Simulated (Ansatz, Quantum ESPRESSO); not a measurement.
# CaAgF3 (Pm-3m): third-order response, part 3 of 3

Wanted: vibrational spectra of CaAgF3 (Pm-3m) from linear and non-linear response.

Quantum ESPRESSO 8.0 development, patched; DFT LDA, scalar-relativistic, plane waves, PseudoDojo norm-conserving pseudopotentials.

So far. Step 6 (Zone-centre analysis): The rule moves no optical mode by more than 0.1 cm⁻¹. Step 9 (Modes along a direction of q (1 0 0)): The field moves 3 modes; the highest of them now lies at 592 cm⁻¹, where the highest that moved away lay at 535.

The structure was built from a prototype and need not be the compound's stable phase.

**10. The same in Ansatz**

A second program on the same cell, potentials, cutoff and meshes tests the implementation of the phonon response, not its convergence. Its field response is summed in its own way. Its k mesh is centred on Γ.

This step: DFT LDA, scalar-relativistic, plane waves, PseudoDojo norm-conserving pseudopotentials (Ansatz 0.2.0).

The input, input.yaml:

```yaml
crystal:
  lattice:
    - [4.2466453393, 0.0, 0.0]
    - [0.0, 4.2466453393, 0.0]
    - [0.0, 0.0, 4.2466453393]
  atoms:
    - { symbol: Ag, position: [0.0, 0.0, 0.0] }
    - { symbol: Ca, position: [0.5, 0.5, 0.5] }
    - { symbol: F, position: [0.5, 0.5, 0.0] }
    - { symbol: F, position: [0.5, 0.0, 0.5] }
    - { symbol: F, position: [0.0, 0.5, 0.5] }
kpoints:
  mp_grid: { grid: [6, 6, 6] }
hamiltonian:
  xc: lda
  pseudopotentials: { kind: nc, accuracy: standard }
scf:
  occupations: { method: fixed }
output:
  eigenvalues: true
basis:
  ecutwfc: 1170.09
phonons:
  method: dfpt
  dielectric: true
  rigid_motions: translations
  raman: true
```

Command:

```
$ ansatz run input.yaml --threads 4 --pin off --max-ram 16384MiB --backend cpu --events-out ev --progress --plain --runs-dir out
```

What it wrote:

```text
Engine: ansatz 0.2.0, aarch64-unknown-linux-gnu
Pseudopotentials: kind: nc
Pseudopotential: Ag, nc, valence charge 19, recommended cutoff 1170.089609 eV (normal), Ag.nc.azcp (PseudoDojo's, or run here from an input of PseudoDojo's; its table is named by hamiltonian.pseudopotentials.accuracy)
Pseudopotential: Ca, nc, valence charge 10, recommended cutoff 979.609905 eV (normal), Ca.nc.azcp (PseudoDojo's, or run here from an input of PseudoDojo's; its table is named by hamiltonian.pseudopotentials.accuracy)
Pseudopotential: F, nc, valence charge 7, recommended cutoff 1142.878222 eV (normal), F.nc.azcp (PseudoDojo's, or run here from an input of PseudoDojo's; its table is named by hamiltonian.pseudopotentials.accuracy)
Functional definition: SPW92
  exchange = slater_x
  correlation = pw_c
Crystal: 5 atoms, lattice volume = 76.584 Å³
Basis set: ecut = 1170.09 eV, 6979 PW (Γ), exchange–correlation on 96×96×96 points (8 copies of the dense FFT grid, shifted against one another)
Bands: 30, of which v1, the nominal top of the filled ones, is band 25 counted from 1 (24 counted from 0)
Symmetry: 48 space group operations
k-points: 80 of 216 (irreducible under 2 space group operations, time reversal used)
Non-local potential: Ag, projectors of the file, l = 0: 2, l = 1: 2, l = 2: 2
Non-local potential: Ca, projectors of the file, l = 0: 2, l = 1: 2, l = 2: 2
Non-local potential: F, projectors of the file, l = 0: 2, l = 1: 2, l = 2: 1
Initial density: superposition of atomic densities (chi_scale 0.1, normalization cell, long waves kept (reshape's long-wave potential 0.03 eV rms))
Initial wavefunctions: pseudopotential atomic-orbital guess
Functional: x = slater, c = lda
SCF iter   1: F=—  HF=-7290.309963 eV  |F-HF|=—  |Δ(HF+E_count)|=         —  Δρ=2.11e-1  dr2=3.07e1  ethr=3.10e-3  ⟨swp⟩=7.0  Hψ=12369  notcnv=0  defer=201
preconditioner: auto → Resta (q_TF=auto, 2.541 Å⁻¹)  ε∞=5.0  [insulator: Δε(μ)=0.582 eV  Ē_g=13.412 eV  n_scr=18 (ndim 8)  ℏωp=26.8 eV  f_vac=0.000  ε∞_Penn≈5.0]
SCF iter   2: F=—  HF=-7282.304419 eV  |F-HF|=—  |Δ(HF+E_count)|=    8.01e0  Δρ=6.33e-2  dr2=2.20e0  ethr=3.10e-3  ⟨swp⟩=5.2  Hψ=8521  notcnv=0  defer=182
SCF iter   3: F=—  HF=-7281.634827 eV  |F-HF|=—  |Δ(HF+E_count)|=   6.70e-1  Δρ=2.19e-2  dr2=4.93e-1  ethr=3.10e-3  ⟨swp⟩=2.3  Hψ=4702  notcnv=0  defer=212
SCF iter   4: F=—  HF=-7281.436726 eV  |F-HF|=—  |Δ(HF+E_count)|=   1.98e-1  Δρ=9.39e-3  dr2=1.13e-1  ethr=9.85e-4  ⟨swp⟩=3.2  Hψ=3897  notcnv=0  defer=219
SCF iter   5: F=—  HF=-7281.390126 eV  |F-HF|=—  |Δ(HF+E_count)|=   4.66e-2  Δρ=1.88e-3  dr2=4.97e-3  ethr=2.26e-4  ⟨swp⟩=3.6  Hψ=4321  notcnv=0  defer=232
SCF iter   6: F=—  HF=-7281.388669 eV  |F-HF|=—  |Δ(HF+E_count)|=   1.46e-3  Δρ=6.11e-4  dr2=2.83e-4  ethr=9.94e-6  ⟨swp⟩=3.9  Hψ=4673  notcnv=0  defer=228
SCF iter   7: F=—  HF=-7281.388606 eV  |F-HF|=—  |Δ(HF+E_count)|=   6.32e-5  Δρ=1.14e-4  dr2=1.30e-5  ethr=5.65e-7  ⟨swp⟩=2.2  Hψ=4249  notcnv=0  defer=222
SCF iter   8: F=—  HF=-7281.388612 eV  |F-HF|=—  |Δ(HF+E_count)|=   6.56e-6  Δρ=2.55e-5  dr2=2.34e-7  ethr=2.61e-8  ⟨swp⟩=2.1  Hψ=4142  notcnv=0  defer=221
SCF iter   9: F=—  HF=-7281.388984 eV  |F-HF|=—  |Δ(HF+E_count)|=   3.72e-4  Δρ=4.44e-6  dr2=1.03e-8  ethr=4.68e-10  ⟨swp⟩=2.4  Hψ=4535  notcnv=0  defer=215
SCF iter  10: F=—  HF=-7281.388984 eV  |F-HF|=—  |Δ(HF+E_count)|=  7.16e-10  Δρ=5.95e-7  dr2=1.57e-10  ethr=2.06e-11  ⟨swp⟩=2.1  Hψ=4258  notcnv=0  defer=215
SCF iter  11: F=-7281.388984 eV  HF=-7281.388984 eV  |F-HF|=3.64e-12  |Δ(HF+E_count)|=  1.16e-10  Δρ=1.40e-7  dr2=9.07e-12  ethr=1.00e-12  ⟨swp⟩=17.3  Hψ=21825  notcnv=0
SCF 1 converged in 11 iterations: F = -7281.388984 eV  dr2 = 9.07e-12
DFPT response loops at Γ: preconditioner auto → Resta (q_TF=auto, 2.541 Å⁻¹)  ε∞=5.5 (no band partly filled); β = 1.00, the filter's whole step (`scf.mixing.beta` (0.50) is not read by the response loops at its default; to damp them type it under 1.00, their step now; it binds the ground state too); Broyden in place of MSR1
── the response to a field inside a basis, on 6×6×6 k-points: an SCF that follows is theirs, and a resumed run solves both again ──
Bands: 26, of which v1, the nominal top of the filled ones, is band 25 counted from 1 (24 counted from 0)
k-points: 10 of 216
Initial density: handed on by an earlier stage of this run
Initial wavefunctions: pseudopotential atomic-orbital guess (no wavefunctions were taken with the density)
Eigensolver: Dense (10 Hₖ)
SCF iter   1: F=—  HF=-7281.366413 eV  |F-HF|=—  |Δ(HF+E_count)|=         —  Δρ=2.25e-4  dr2=3.45e-6  ethr=1.00e-1
preconditioner: auto → Resta (q_TF=auto, 2.541 Å⁻¹)  ε∞=8.0  [insulator: Δε(μ)=2.354 eV  Ē_g=10.179 eV  n_scr=18 (ndim 8)  ℏωp=26.8 eV  f_vac=0.040  ε∞_Penn≈8.0]
SCF iter   2: F=—  HF=-7281.366417 eV  |F-HF|=—  |Δ(HF+E_count)|=   4.23e-6  Δρ=1.18e-4  dr2=1.05e-6  ethr=6.89e-9
SCF iter   3: F=—  HF=-7281.366419 eV  |F-HF|=—  |Δ(HF+E_count)|=   1.66e-6  Δρ=9.27e-6  dr2=2.52e-8  ethr=2.09e-9
SCF iter   4: F=—  HF=-7281.366419 eV  |F-HF|=—  |Δ(HF+E_count)|=   4.99e-9  Δρ=2.83e-6  dr2=2.74e-9  ethr=5.04e-11
SCF iter   5: F=—  HF=-7281.366419 eV  |F-HF|=—  |Δ(HF+E_count)|=  6.17e-10  Δρ=8.63e-7  dr2=3.58e-10  ethr=5.48e-12
SCF iter   6: F=-7281.366419 eV  HF=-7281.366419 eV  |F-HF|=1.82e-12  |Δ(HF+E_count)|=  4.00e-11  Δρ=1.65e-7  dr2=2.56e-11  ethr=1.00e-12
SCF 1 converged in 6 iterations: F = -7281.366419 eV  dr2 = 2.56e-11
DFPT response loops at Γ: preconditioner auto → none (the input reference at scf.mixing.eps_inf says where Resta's filter doesn't serve); β = 0.50; Broyden in place of MSR1
DFPT response loops at Γ: mixed as the last ones told, above
SCF converged after 11 iterations
Free energy (F): -7281.388984 eV
Harris-Foulkes:  -7281.388984 eV  (|F-HF|=3.64e-12)
Internal energy: -7281.388984 eV  (E = F + TS)
E sigma→0 (E₀):  -7281.388984 eV
Fermi energy:    3.860043 eV
--- Per-component energies (eV) ---
  E_band       = -606.832686
  E_kinetic    = 3134.886195
  E_local      = -6396.626709  (includes V_loc(G=0)·N_el)
  E_nonlocal   = -202.287835
  E_hartree    = 2038.047513
  E_xc         = -1267.248418
  E_vxc        = -1218.899566  (∫ρ·V_xc dr)
  E_ewald      = -4588.159730
  E_smearing   = -0.000000  (= −TS)
  E_closure    = -0.000000  (closes the sum)
  Σ components = -7281.388984   (vs F -7281.388984, Δ=0.00e0)
--- Band table (eV; the first three rows and the last of 80) ---
  k-point 0: bands = [... 21 lower, 3.1775, 3.3281, 3.3281, 3.3281, 5.8519, 13.1156, 13.1156, 13.1156, ... 1 higher]
  k-point 1: bands = [... 21 lower, 3.3319, 3.4080, 3.5047, 3.5047, 6.2901, 13.1100, 13.1100, 13.1165, ... 1 higher]
  k-point 2: bands = [... 21 lower, 3.3396, 3.6715, 3.7559, 3.7559, 7.2778, 11.4103, 13.0771, 13.0771, ... 1 higher]
  k-point 79: bands = [... 21 lower, 3.2766, 3.2766, 3.4450, 3.4450, 8.1185, 12.7169, 12.7169, 12.7169, ... 1 higher]
--- Phonons (Γ-DFPT): 4 representative perturbations + reference, on 80 of 216 k-points (Σ response iterations 13) ---
  k mesh reduced under 2 symmetry operations, with k and −k counted as one. Each operation leaves every solved perturbation unchanged. A smaller set is not considered because the run solves the response to a homogeneous field
  ASR residual: 6.562e-4 → 0.000e0 eV/Å²; symmetrization residual: 6.137e-6 eV/Å²
  ASR residual per site (eV/Å²): 6.56e-4 1.22e-4 8.37e-5 8.37e-5 8.37e-5
  Γ frequencies (cm⁻¹): -137.99 -137.99 -137.99 -123.07 -123.07 -123.07 0.00 0.00 0.00 126.80 126.80 126.80 535.13 535.13 535.13
  ε∞ (high-frequency dielectric tensor):
        2.885242    -0.000000     0.000000
       -0.000000     2.885242     0.000000
        0.000000     0.000000     2.885242
  softest optical mode at Γ: -137.99 cm⁻¹; the repairs (sum rule, projections) moved no ω² at Γ by more than (1.72 cm⁻¹)²
  Born effective charges Z* (e; rows j = field, columns β = displacement):
    site 0:
         1.52022   -0.00000    0.00000
         0.00000    1.52022   -0.00000
        -0.00000    0.00000    1.52022
    site 1:
         2.38549   -0.00000   -0.00000
         0.00000    2.38549    0.00000
        -0.00000   -0.00000    2.38549
    site 2:
        -1.11054    0.00000   -0.00000
        -0.00000   -1.11054    0.00000
         0.00000   -0.00000   -1.68465
    site 3:
        -1.11054    0.00000   -0.00000
         0.00000   -1.68465    0.00000
        -0.00000   -0.00000   -1.11054
    site 4:
        -1.68465   -0.00000   -0.00000
        -0.00000   -1.11054    0.00000
         0.00000    0.00000   -1.11054
  Z* charge neutrality: 8.997e-4 e pre-enforcement
  solved inside a basis spanned on kpoints, on 6×6×6 k-points: ε∞ is read to err by 7.6e-3, Z* by 2.1e-2 e (field_mesh: kpoints solves on kpoints); Z* is corrected for what the basis lacks
  Raman tensors (in the event stream and the table raman_tensors.tsv): an entry may err by 1.1e-3 Å², one of the second-order susceptibility by 1.3e-19 pm/V (basis, points and sum rule); their sum over the sites missed zero by 1.274e-20 Å² ahead of its enforcement
  optical modes at Γ without the LO–TO term, one row a degenerate level:
      ω (cm⁻¹)  modes    IR ((D/Å)²/amu)  static Raman (Å⁴/amu)  depolarisation
       -137.99      3             0.0000                 0.0000               —
       -123.07      3             9.9932                 0.0000               —
        126.80      3             2.9903                 0.0000               —
        535.13      3            17.6516                 0.0000               —
  optical modes at Γ + LO–TO along q̂ = [1.0000, 0.0000, 0.0000]:
      ω (cm⁻¹)  modes    IR ((D/Å)²/amu)  static Raman (Å⁴/amu)  depolarisation
       -137.99      3             0.0000                 0.0000               —
       -123.07      2             6.6622                 0.0000               —
         44.17      1             0.6519                 0.0000               —
        126.80      2             1.9936                 0.0000               —
        182.36      1             2.1942                 0.0000               —
        535.13      2            11.7678                 0.0000               —
        592.16      1             7.3656                 0.0000               —
  optical modes at Γ + LO–TO along q̂ = [0.0000, 1.0000, 0.0000]:
      ω (cm⁻¹)  modes    IR ((D/Å)²/amu)  static Raman (Å⁴/amu)  depolarisation
       -137.99      3             0.0000                 0.0000               —
       -123.07      2             6.6622                 0.0000               —
         44.17      1             0.6519                 0.0000               —
        126.80      2             1.9936                 0.0000               —
        182.36      1             2.1942                 0.0000               —
        535.13      2            11.7678                 0.0000               —
        592.16      1             7.3656                 0.0000               —
  optical modes at Γ + LO–TO along q̂ = [0.0000, 0.0000, 1.0000]:
      ω (cm⁻¹)  modes    IR ((D/Å)²/amu)  static Raman (Å⁴/amu)  depolarisation
       -137.99      3             0.0000                 0.0000               —
       -123.07      2             6.6622                 0.0000               —
         44.17      1             0.6519                 0.0000               —
        126.80      2             1.9936                 0.0000               —
        182.36      1             2.1942                 0.0000               —
        535.13      2            11.7678                 0.0000               —
        592.16      1             7.3656                 0.0000               —
```

Elapsed: 4.4 min, on 4 threads of Arm Neoverse V1, shared host; peak memory 2.8 GiB; 16 min of CPU time.

Read from the output:

```
sum-rule residual before enforcement             : 6.56e-4 eV/Å²
miss of the charge sum rule                      : 9.00e-4 e
estimated error of the dielectric tensor         : 0.007560
estimated error of the Born charges              : 0.02115 e
lowest optical zone-centre mode                  : -138.0 cm⁻¹
mean high-frequency dielectric constant          : 2.885
largest Born charge in size (third of the trace) : 2.385 e
highest mode moved by the LO-TO term             : 592.2 cm⁻¹
```

Transverse modes; imaginary modes left out. Infrared lines, with heights relative to the strongest:

```csv
position (cm⁻¹),label,"IR intensity ((D/Å)²/amu), degenerate modes summed, relative"
127,T1u,17
535,T1u,100
```

**11. The two compared: QE PseudoDojo and Ansatz, PseudoDojo**

Worked out from the results:

```yaml
root_mean_square_difference: 0.05 cm⁻¹
largest_difference: 0.08 cm⁻¹
```

The two runs side by side. Further quantities:

```csv
quantity,QE PseudoDojo,"Ansatz, PseudoDojo"
mean ε∞,2.888,2.885
"largest Born charge in size (e; the first before, the second after the charge sum rule)",2.386,2.385
summed IR intensity ((D/Å)²/amu),30.64,30.64
```

At the zone centre the largest difference (acoustic modes at Γ apart) is 0.01 % of the highest mode.

**12. Summary of results**

```
space group after relaxation                                           : Pm-3m
volume per atom                                                        : 15.3 Å³
gap on the k-mesh                                                      : 1.99 eV
highest optical zone-centre mode (no LO-TO term)                       : 535.1 cm⁻¹
lowest optical zone-centre mode                                        : -138.1 cm⁻¹
highest mode moved by the LO-TO term                                   : 592.1 cm⁻¹
mean high-frequency dielectric constant                                : 2.89
largest Born charge in size (third of the trace)                       : 2.39 e
imaginary optical modes at the zone centre (no q mesh in this session) : yes
largest difference from Ansatz, PseudoDojo                             : 0.08 cm⁻¹
```

What this shows: No mode is Raman active in this structure; the strongest infrared line lies at 535 cm⁻¹. At the LDA level the optical modes of CaAgF3 (Pm-3m) at the zone centre (no LO-TO term) run from 138i to 535 cm⁻¹, so the structure is a saddle point, with 6 modes beyond 10i cm⁻¹ there. Along the directions run, the highest mode that the macroscopic field moves lies at 592 cm⁻¹. Of the 12 optical modes, 3 are silent and 9 are infrared active alone. QE PseudoDojo and Ansatz, PseudoDojo agree to 0.08 cm⁻¹ (0.01 % of the highest mode compared) on all solved modes but the acoustic ones at Γ, without the LO-TO term. These are harmonic frequencies at zero temperature: anharmonic shifts and linewidths and thermal expansion are left out. The build is a development version in which the Raman tensors of release 7.5 are mended; dynmat.x leaves out the electro-optic term of LO lines. The structure is a hypothetical one, built on a prototype.

[Host names and launcher messages were left out of these logs when they were recorded.]

[Logs are printed without paths, hosts, clocks, repeated set-up lines and the standing remarks that a program may print on its own settings, such as how far it seeks lower states.]

[Hosts, paths, dates, database ids (printed as entryN), source tags and the programs' standing remarks are cut or masked in the printed files.]
